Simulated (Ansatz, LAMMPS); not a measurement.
# Squeezing and shearing glassy 81SiO2-7Na2O-7CaO-4ZnO (mol %) (78 atoms), part 3 of 4

How stiff is glassy 81SiO2-7Na2O-7CaO-4ZnO (mol %) (78 atoms), and how do its levels respond to strain?

Ansatz 0.2.0; Kohn-Sham DFT, PBE, PAW (set soft_2), plane waves.

The cell: 22 Si, 4 Na, 2 Ca, 1 Zn and 49 O. The quench rate of 1000 K/ps is many orders above laboratory rates. The starting topology of bonds comes from the classical model. Only the Γ point is sampled.

So far. Step 2 (Single point at the start): The r.m.s. force at the start is 1.4 eV/Å. Step 3 (Cell and atoms relaxed): The relaxation converged after 26 steps, with a largest force component of 0.024 eV/Å.

### Step 5. Volume -3 %

The relaxed cell is scaled evenly and the atoms are relaxed again; the stress at the end gives one point of P(V).

input.yaml

```yaml
crystal:
  lattice:
    - [10.18843, -0.26233, -0.27142]
    - [-0.26233, 9.81941, 0.12271]
    - [-0.27142, 0.12271, 10.36487]
  atoms:
    [... the 78 atom lines of step 4 ...]
kpoints:
  mp_grid: { grid: [1, 1, 1] }
hamiltonian:
  xc: pbe
scf:
  occupations: { method: gaussian, width: 0.05 }
output:
  forces: true
  eigenvalues: true
  stress: true
relax:
  f_tol: 0.05
  max_steps: 70
```

Run with:

```sh
ansatz run input.yaml --threads 4 --pin off --max-ram 8192MiB --backend cpu --events-out ev --progress --plain --runs-dir out
```

Numbers of over 12 decimals in the logs are rounded to 6 here.

What it wrote:

```text
Warning: output.stress: scf.convergence.dr2_threshold = 1e-7 eV (the SCF's general default) is looser than the 7.8e-9 eV advised for a printed stress (1e-10 eV for each atom of the cell: 78). What an SCF threshold leaves in a stress goes as its square root, and in the free energy as the threshold itself, and one threshold admits the most on a small cell: [...]
[...]
Crystal: 78 atoms, lattice volume = 1035.374 Å³
Basis set: ecut = 420 eV, 20227 PW (Γ), exchange–correlation on 144×144×144 points (8 copies of the dense FFT grid, shifted against one another)
Bands: 303, of which v1, the nominal top of the filled ones, is band 225 counted from 1 (224 counted from 0)
Symmetry: 1 space group operations
[...]
k-points: 1
[...]
SCF iter   1: F=—  HF=-54772.627387 eV  |F-HF|=—  |Δ(HF+E_count)|=         —  Δρ=1.98e-3  dr2=5.02e-2  ethr=1.77e-3  ⟨swp⟩=7.0  Hψ=1550  notcnv=0  defer=28
[...]
SCF iter   5: F=-54772.631087 eV  HF=-54772.631120 eV  |F-HF|=3.24e-5  |Δ(HF+E_count)|=   3.38e-5  Δρ=7.89e-5  dr2=5.66e-5  ethr=5.57e-8  ⟨swp⟩=2.0  Hψ=392  notcnv=0  defer=73
SCF iter   6: F=-54772.631117 eV  HF=-54772.631120 eV  |F-HF|=3.19e-6  |Δ(HF+E_count)|=   8.47e-7  Δρ=3.16e-5  dr2=8.44e-6  ethr=1.26e-8  ⟨swp⟩=15.0  Hψ=1816  notcnv=0
SCF 1 converged in 6 iterations: F = -54772.631117 eV  dr2 = 8.44e-6
[...]
relax step   1: F+E_penalty+E_count = -54772.63111719 eV  Δ(F+E_penalty+E_count) = +0.000e0 eV  max|allowed force component| = 5.686e-1 eV/Å  Δτ_max = 0.0000 Å  (6 SCF iters, dr2 threshold 6.25e-5 eV, accepted)
[...]
relax step   2: F+E_penalty+E_count = -54772.79583119 eV  Δ(F+E_penalty+E_count) = -1.647e-1 eV  max|allowed force component| = 3.392e-1 eV/Å  Δτ_max = 0.0553 Å  (6 SCF iters, dr2 threshold 2.02e-5 eV, accepted)
[...]
relax step   3: F+E_penalty+E_count = -54772.90402266 eV  Δ(F+E_penalty+E_count) = -1.082e-1 eV  max|allowed force component| = 1.946e-1 eV/Å  Δτ_max = 0.0731 Å  (7 SCF iters, dr2 threshold 7.19e-6 eV, accepted)
relax step   4: F+E_penalty+E_count = -54772.91671133 eV  Δ(F+E_penalty+E_count) = -1.269e-2 eV  max|allowed force component| = 9.451e-2 eV/Å  Δτ_max = 0.0172 Å  (5 SCF iters, dr2 threshold 1.25e-5 eV, accepted)
relax step   5: F+E_penalty+E_count = -54772.93033289 eV  Δ(F+E_penalty+E_count) = -1.362e-2 eV  max|allowed force component| = 8.501e-2 eV/Å  Δτ_max = 0.0326 Å  (9 SCF iters, accepted)
relax step   6: F+E_penalty+E_count = -54772.93572242 eV  Δ(F+E_penalty+E_count) = -5.390e-3 eV  max|allowed force component| = 8.622e-2 eV/Å  Δτ_max = 0.0130 Å  (7 SCF iters, accepted)
relax step   7: F+E_penalty+E_count = -54772.94104696 eV  Δ(F+E_penalty+E_count) = -5.325e-3 eV  max|allowed force component| = 7.416e-2 eV/Å  Δτ_max = 0.0226 Å  (5 SCF iters, dr2 threshold 6.01e-6 eV, accepted)
relax step   8: F+E_penalty+E_count = -54772.94355006 eV  Δ(F+E_penalty+E_count) = -2.503e-3 eV  max|allowed force component| = 4.655e-2 eV/Å  Δτ_max = 0.0151 Å  (5 SCF iters, dr2 threshold 4.07e-6 eV, accepted)
[...]
relax step   9: F+E_penalty+E_count = -54772.94355165 eV  Δ(F+E_penalty+E_count) = -1.594e-6 eV  max|allowed force component| = 4.648e-2 eV/Å  Δτ_max = 0.0000 Å  (5 SCF iters, accepted)
SCF converged after 5 iterations
Free energy (F): -54772.943552 eV
[...]
Internal energy: -54772.943552 eV  (E = F + TS)
E sigma→0 (E₀):  -54772.943552 eV
Fermi energy:    5.764031 eV
[...]
Σ components = -54772.943552   (vs F -54772.943552, Δ=0.00e0)
--- Forces (eV/Å), atoms counted from 1 ---
  atom   1  Si     0.02095827    -0.03310527    -0.01585062
  atom   2  Si    -0.00935205    -0.00873035     0.01521083
  atom   3  Si     0.02017900     0.00531728     0.00255135
  atom   4  Si    -0.00402286    -0.00679998    -0.00509267
[...]
atom  78  O      0.00040416     0.01130858    -0.00741762
  max |Σ_I F_I| component: 6.63e-5 eV/Å
--- Stress (GPa, compression-positive) ---
        1.928517      -0.119266      -0.238442
       -0.119264       1.809806       0.002011
       -0.238442       0.002012       1.664712
  P = ⅓ Tr σ = 1.8010 GPa (18.010 kbar)
--- Band table (eV) ---
[...]
--- Relaxed structure (9 steps of the walk, 9 accepted, 0 SCFs on fresh bases) ---
  F+E_penalty+E_count = -54772.94355165 eV   max|allowed force component| = 4.648e-2 eV/Å
  atoms:
    - { symbol: Si, position: [0.968855, 0.439412, 0.092601] }
    - { symbol: Si, position: [0.233764, 0.465898, 0.195816] }
    - { symbol: Si, position: [0.708675, 0.860925, 0.855471] }
    - { symbol: Si, position: [0.267729, 0.818397, 0.533431] }
[...]
- { symbol: O, position: [0.053427, 0.315471, 0.728853] }
```

Run time: 86 s. Hardware: 4 threads of Arm Neoverse V1, shared host; peak memory 1.3 GiB.

The program notes that the SCF threshold is loose for the stress.

The relaxation converged after 9 steps, 0.312 eV below its start, with a largest force component of 0.046 eV/Å.

Volume -3 %: the energy stands 0.186 eV above that of the reference, at a pressure of 1.80 GPa.

### Step 6. Volume +3 %

The relaxed cell is scaled to another volume.

Input and log are left out; they have the form of those shown for this kind of step.

Elapsed: 2.9 min, on 4 threads of Arm Neoverse V1, shared host; peak memory 1.3 GiB.

The relaxation converged after 16 steps, 0.324 eV below its start, with a largest force component of 0.018 eV/Å.

Volume +3 %: the energy stands 0.121 eV above that of the reference, at a pressure of -1.41 GPa.

### Step 7. Volume -6 %

The relaxed cell is scaled to another volume.

Input and log are left out; they have the form of those shown for this kind of step.

It took 1.7 min on 4 threads of Arm Neoverse V1, shared host; peak memory 1.3 GiB.

The relaxation converged after 11 steps, 1.36 eV below its start, with a largest force component of 0.033 eV/Å.

Volume -6 %: the energy stands 0.711 eV above that of the reference, at a pressure of 3.55 GPa.

### Step 8. Volume +6 %

The relaxed cell is scaled to another volume.

input.yaml, the sections that differ from step 5:

```yaml
crystal:
  lattice:
    - [10.49426, -0.27021, -0.27957]
    - [-0.27021, 10.11416, 0.12639]
    - [-0.27957, 0.12639, 10.676]
  atoms:
    [... the 78 atom lines of step 4 ...]
# kpoints, hamiltonian, scf, output, relax: as in step 5
```

What it wrote:

```text
[...]
Crystal: 78 atoms, lattice volume = 1131.439 Å³
Basis set: ecut = 420 eV, 22115 PW (Γ), exchange–correlation on 144×144×144 points (8 copies of the dense FFT grid, shifted against one another)
Bands: 303, of which v1, the nominal top of the filled ones, is band 225 counted from 1 (224 counted from 0)
Symmetry: 1 space group operations
[...]
k-points: 1
[...]
SCF iter   1: F=—  HF=-54771.443296 eV  |F-HF|=—  |Δ(HF+E_count)|=         —  Δρ=1.99e-3  dr2=5.19e-2  ethr=1.77e-3  ⟨swp⟩=6.0  Hψ=1435  notcnv=0  defer=70
[...]
SCF iter   5: F=—  HF=-54771.446369 eV  |F-HF|=—  |Δ(HF+E_count)|=   9.69e-6  Δρ=7.95e-5  dr2=6.96e-5  ethr=6.99e-8  ⟨swp⟩=2.0  Hψ=464  notcnv=0  defer=74
SCF iter   6: F=-54771.446377 eV  HF=-54771.446377 eV  |F-HF|=4.26e-7  |Δ(HF+E_count)|=   8.15e-6  Δρ=2.74e-5  dr2=7.74e-6  ethr=1.39e-8  ⟨swp⟩=16.0  Hψ=1781  notcnv=0
SCF 1 converged in 6 iterations: F = -54771.446377 eV  dr2 = 7.74e-6
[...]
relax step   1: F+E_penalty+E_count = -54771.44637684 eV  Δ(F+E_penalty+E_count) = +0.000e0 eV  max|allowed force component| = 9.807e-1 eV/Å  Δτ_max = 0.0000 Å  (6 SCF iters, dr2 threshold 6.25e-5 eV, accepted)
[...]
relax step   2: F+E_penalty+E_count = -54772.03164725 eV  Δ(F+E_penalty+E_count) = -5.853e-1 eV  max|allowed force component| = 5.742e-1 eV/Å  Δτ_max = 0.1271 Å  (6 SCF iters, dr2 threshold 6.01e-5 eV, accepted)
[...]
relax step   3: F+E_penalty+E_count = -54772.38628620 eV  Δ(F+E_penalty+E_count) = -3.546e-1 eV  max|allowed force component| = 2.715e-1 eV/Å  Δτ_max = 0.1343 Å  (7 SCF iters, dr2 threshold 2.06e-5 eV, accepted)
relax step   4: F+E_penalty+E_count = -54772.39411703 eV  Δ(F+E_penalty+E_count) = -7.831e-3 eV  max|allowed force component| = 6.641e-1 eV/Å  Δτ_max = 0.1634 Å  (7 SCF iters, dr2 threshold 1.65e-5 eV, accepted)
relax step   5: F+E_penalty+E_count = -54772.47695466 eV  Δ(F+E_penalty+E_count) = -8.284e-2 eV  max|allowed force component| = 1.911e-1 eV/Å  Δτ_max = 0.0816 Å  (5 SCF iters, dr2 threshold 9.86e-5 eV, accepted)
relax step   6: F+E_penalty+E_count = -54772.49661770 eV  Δ(F+E_penalty+E_count) = -1.966e-2 eV  max|allowed force component| = 2.760e-1 eV/Å  Δτ_max = 0.1768 Å  (8 SCF iters, dr2 threshold 3.02e-6 eV, accepted)
relax step   7: F+E_penalty+E_count = -54772.52371533 eV  Δ(F+E_penalty+E_count) = -2.710e-2 eV  max|allowed force component| = 1.884e-1 eV/Å  Δτ_max = 0.0547 Å  (6 SCF iters, dr2 threshold 6.31e-6 eV, accepted)
relax step   8: F+E_penalty+E_count = -54772.53770397 eV  Δ(F+E_penalty+E_count) = -1.399e-2 eV  max|allowed force component| = 2.792e-1 eV/Å  Δτ_max = 0.1094 Å  (7 SCF iters, dr2 threshold 1.65e-5 eV, accepted)
relax step   9: F+E_penalty+E_count = -54772.55533420 eV  Δ(F+E_penalty+E_count) = -1.763e-2 eV  max|allowed force component| = 1.157e-1 eV/Å  Δτ_max = 0.0441 Å  (5 SCF iters, dr2 threshold 3.63e-5 eV, accepted)
relax step  10: F+E_penalty+E_count = -54772.55945851 eV  Δ(F+E_penalty+E_count) = -4.124e-3 eV  max|allowed force component| = 9.951e-2 eV/Å  Δτ_max = 0.0655 Å  (9 SCF iters, accepted)
relax step  11: F+E_penalty+E_count = -54772.56576413 eV  Δ(F+E_penalty+E_count) = -6.306e-3 eV  max|allowed force component| = 5.520e-2 eV/Å  Δτ_max = 0.0313 Å  (8 SCF iters, accepted)
[...]
relax step  12: F+E_penalty+E_count = -54772.56687180 eV  Δ(F+E_penalty+E_count) = -1.108e-3 eV  max|allowed force component| = 3.270e-2 eV/Å  Δτ_max = 0.0086 Å  (7 SCF iters, accepted)
SCF converged after 7 iterations
Free energy (F): -54772.566872 eV
[...]
Internal energy: -54772.566872 eV  (E = F + TS)
E sigma→0 (E₀):  -54772.566872 eV
Fermi energy:    4.890594 eV
[...]
Σ components = -54772.566872   (vs F -54772.566872, Δ=0.00e0)
--- Forces (eV/Å), atoms counted from 1 ---
  atom   1  Si     0.00202415     0.00210142    -0.00234779
  atom   2  Si     0.00851111    -0.00734467    -0.00403510
  atom   3  Si    -0.00517360     0.02375255     0.00762692
  atom   4  Si     0.00716991     0.00459893    -0.00201134
[...]
atom  78  O     -0.00450934     0.00027319     0.00065200
  max |Σ_I F_I| component: 7.45e-5 eV/Å
--- Stress (GPa, compression-positive) ---
       -3.361361       0.309234       0.319191
        0.309235      -3.052551       0.203836
        0.319191       0.203836      -2.614828
  P = ⅓ Tr σ = -3.0096 GPa (-30.096 kbar)
--- Band table (eV) ---
[...]
--- Relaxed structure (12 steps of the walk, 12 accepted, 0 SCFs on fresh bases) ---
  F+E_penalty+E_count = -54772.56687180 eV   max|allowed force component| = 3.270e-2 eV/Å
  atoms:
    - { symbol: Si, position: [0.981127, 0.453981, 0.091009] }
    - { symbol: Si, position: [0.245828, 0.465727, 0.183369] }
    - { symbol: Si, position: [0.709572, 0.864991, 0.855643] }
    - { symbol: Si, position: [0.269724, 0.816392, 0.534406] }
[...]
- { symbol: O, position: [0.045365, 0.313232, 0.738178] }
```

The job ended after 2.2 min (4 threads; peak memory 1.4 GiB; 8.1 min of CPU time).

The relaxation converged after 12 steps, 1.12 eV below its start, with a largest force component of 0.033 eV/Å.

Volume +6 %: the energy stands 0.563 eV above that of the reference, at a pressure of -3.01 GPa.

### Step 9. Volume -10 %

The relaxed cell is scaled to another volume.

input.yaml, the sections that differ from step 8:

```yaml
crystal:
  lattice:
    - [9.9372, -0.25586, -0.26473]
    - [-0.25586, 9.57728, 0.11968]
    - [-0.26473, 0.11968, 10.10929]
  atoms:
    [... the 78 atom lines of step 4 ...]
# kpoints, hamiltonian, scf, output, relax: as in step 8
```

What it wrote:

```text
[...]
Crystal: 78 atoms, lattice volume = 960.656 Å³
Basis set: ecut = 420 eV, 18753 PW (Γ), exchange–correlation on 144×144×144 points (8 copies of the dense FFT grid, shifted against one another)
Bands: 303, of which v1, the nominal top of the filled ones, is band 225 counted from 1 (224 counted from 0)
Symmetry: 1 space group operations
[...]
k-points: 1
[...]
SCF iter   1: F=—  HF=-54766.932369 eV  |F-HF|=—  |Δ(HF+E_count)|=         —  Δρ=2.16e-3  dr2=5.52e-2  ethr=1.77e-3  ⟨swp⟩=6.0  Hψ=1451  notcnv=0  defer=68
[...]
SCF iter   5: F=—  HF=-54766.935712 eV  |F-HF|=—  |Δ(HF+E_count)|=   7.15e-6  Δρ=9.16e-5  dr2=7.03e-5  ethr=6.26e-8  ⟨swp⟩=2.0  Hψ=363  notcnv=0  defer=74
SCF iter   6: F=-54766.935715 eV  HF=-54766.935714 eV  |F-HF|=1.50e-6  |Δ(HF+E_count)|=   1.75e-6  Δρ=2.82e-5  dr2=7.26e-6  ethr=1.39e-8  ⟨swp⟩=15.0  Hψ=1971  notcnv=0
SCF 1 converged in 6 iterations: F = -54766.935715 eV  dr2 = 7.26e-6
[...]
relax step   1: F+E_penalty+E_count = -54766.93571547 eV  Δ(F+E_penalty+E_count) = +0.000e0 eV  max|allowed force component| = 2.171e0 eV/Å  Δτ_max = 0.0000 Å  (6 SCF iters, dr2 threshold 6.25e-5 eV, accepted)
[...]
relax step   2: F+E_penalty+E_count = -54768.95819553 eV  Δ(F+E_penalty+E_count) = -2.022e0 eV  max|allowed force component| = 1.324e0 eV/Å  Δτ_max = 0.1707 Å  (6 SCF iters, dr2 threshold 1.00e-4 eV, accepted)
[...]
relax step   3: F+E_penalty+E_count = -54770.32661206 eV  Δ(F+E_penalty+E_count) = -1.368e0 eV  max|allowed force component| = 7.167e-1 eV/Å  Δτ_max = 0.1948 Å  (6 SCF iters, dr2 threshold 1.00e-4 eV, accepted)
relax step   4: F+E_penalty+E_count = -54770.69596791 eV  Δ(F+E_penalty+E_count) = -3.694e-1 eV  max|allowed force component| = 3.557e-1 eV/Å  Δτ_max = 0.1765 Å  (7 SCF iters, dr2 threshold 1.00e-4 eV, accepted)
relax step   5: F+E_penalty+E_count = -54770.86361625 eV  Δ(F+E_penalty+E_count) = -1.676e-1 eV  max|allowed force component| = 3.700e-1 eV/Å  Δτ_max = 0.1361 Å  (7 SCF iters, dr2 threshold 3.11e-5 eV, accepted)
relax step   6: F+E_penalty+E_count = -54771.03923530 eV  Δ(F+E_penalty+E_count) = -1.756e-1 eV  max|allowed force component| = 3.634e-1 eV/Å  Δτ_max = 0.2000 Å  (7 SCF iters, dr2 threshold 3.37e-5 eV, accepted)
relax step   7: F+E_penalty+E_count = -54771.12341720 eV  Δ(F+E_penalty+E_count) = -8.418e-2 eV  max|allowed force component| = 3.554e-1 eV/Å  Δτ_max = 0.0728 Å  (5 SCF iters, dr2 threshold 1.00e-4 eV, accepted)
relax step   8: F+E_penalty+E_count = -54771.20386295 eV  Δ(F+E_penalty+E_count) = -8.045e-2 eV  max|allowed force component| = 4.889e-1 eV/Å  Δτ_max = 0.0797 Å  (5 SCF iters, dr2 threshold 1.00e-4 eV, accepted)
relax step   9: F+E_penalty+E_count = -54771.32736183 eV  Δ(F+E_penalty+E_count) = -1.235e-1 eV  max|allowed force component| = 4.973e-1 eV/Å  Δτ_max = 0.1947 Å  (6 SCF iters, dr2 threshold 1.00e-4 eV, accepted)
relax step  10: F+E_penalty+E_count = -54771.39582741 eV  Δ(F+E_penalty+E_count) = -6.847e-2 eV  max|allowed force component| = 5.096e-1 eV/Å  Δτ_max = 0.0539 Å  (5 SCF iters, dr2 threshold 1.00e-4 eV, accepted)
relax step  11: F+E_penalty+E_count = -54771.44003045 eV  Δ(F+E_penalty+E_count) = -4.420e-2 eV  max|allowed force component| = 4.092e-1 eV/Å  Δτ_max = 0.2000 Å  (6 SCF iters, dr2 threshold 1.00e-4 eV, accepted)
relax step  12: F+E_penalty+E_count = -54771.47618163 eV  Δ(F+E_penalty+E_count) = -3.615e-2 eV  max|allowed force component| = 1.515e-1 eV/Å  Δτ_max = 0.0430 Å  (5 SCF iters, dr2 threshold 1.00e-4 eV, accepted)
relax step  13: F+E_penalty+E_count = -54771.48425368 eV  Δ(F+E_penalty+E_count) = -8.072e-3 eV  max|allowed force component| = 9.107e-2 eV/Å  Δτ_max = 0.0203 Å  (6 SCF iters, dr2 threshold 3.14e-6 eV, accepted)
relax step  14: F+E_penalty+E_count = -54771.48149350 eV  Δ(F+E_penalty+E_count) = +2.760e-3 eV  max|allowed force component| = 2.618e-1 eV/Å  Δτ_max = 0.1468 Å  (9 SCF iters, rejected (line search))
relax step  15: F+E_penalty+E_count = -54771.49861543 eV  Δ(F+E_penalty+E_count) = -1.436e-2 eV  max|allowed force component| = 5.600e-2 eV/Å  Δτ_max = 0.0724 Å  (9 SCF iters, accepted)
relax step  16: F+E_penalty+E_count = -54771.50442566 eV  Δ(F+E_penalty+E_count) = -5.810e-3 eV  max|allowed force component| = 6.739e-2 eV/Å  Δτ_max = 0.0982 Å  (9 SCF iters, accepted)
relax step  17: F+E_penalty+E_count = -54771.49675902 eV  Δ(F+E_penalty+E_count) = +7.667e-3 eV  max|allowed force component| = 2.135e-1 eV/Å  Δτ_max = 0.1074 Å  (9 SCF iters, rejected (line search))
[...]
relax step  18: F+E_penalty+E_count = -54771.50804827 eV  Δ(F+E_penalty+E_count) = -3.623e-3 eV  max|allowed force component| = 3.743e-2 eV/Å  Δτ_max = 0.0519 Å  (8 SCF iters, accepted)
SCF converged after 8 iterations
Free energy (F): -54771.508048 eV
[...]
Internal energy: -54771.508048 eV  (E = F + TS)
E sigma→0 (E₀):  -54771.508048 eV
Fermi energy:    6.436975 eV
[...]
Σ components = -54771.508048   (vs F -54771.508048, Δ=0.00e0)
--- Forces (eV/Å), atoms counted from 1 ---
  atom   1  Si    -0.00687220     0.00364214     0.01402226
  atom   2  Si    -0.01121420    -0.00998397     0.01437952
  atom   3  Si    -0.01076539    -0.01542201    -0.01913769
  atom   4  Si    -0.01070350    -0.00623925    -0.00852054
[...]
atom  78  O      0.00877268     0.00701536     0.00853019
  max |Σ_I F_I| component: 4.90e-5 eV/Å
--- Stress (GPa, compression-positive) ---
        4.985854      -0.258165      -1.405960
       -0.258163       5.615532      -0.233959
       -1.405960      -0.233955       5.309047
  P = ⅓ Tr σ = 5.3035 GPa (53.035 kbar)
--- Band table (eV) ---
[...]
--- Relaxed structure (18 steps of the walk, 16 accepted, 0 SCFs on fresh bases) ---
  F+E_penalty+E_count = -54771.50804827 eV   max|allowed force component| = 3.743e-2 eV/Å
  atoms:
    - { symbol: Si, position: [0.970688, 0.434846, 0.107049] }
    - { symbol: Si, position: [0.231201, 0.459531, 0.229721] }
    - { symbol: Si, position: [0.697723, 0.853826, 0.848325] }
    - { symbol: Si, position: [0.259829, 0.819571, 0.526174] }
[...]
- { symbol: O, position: [0.058912, 0.322020, 0.742761] }
```

The job ended after 2.9 min (4 threads; peak memory 1.3 GiB).

The relaxation converged after 18 steps, 4.57 eV below its start, with a largest force component of 0.037 eV/Å.

Volume -10 %: the energy stands 1.62 eV above that of the reference, at a pressure of 5.30 GPa.

(Continued in part 4 of 4.)

[Logs are printed without paths, hosts, clocks, repeated set-up lines and the standing remarks that a program may print on its own settings, such as how far it seeks lower states.]

[Hosts, paths, dates, database ids (printed as entryN), source tags and the programs' standing remarks are cut or masked in the printed files.]
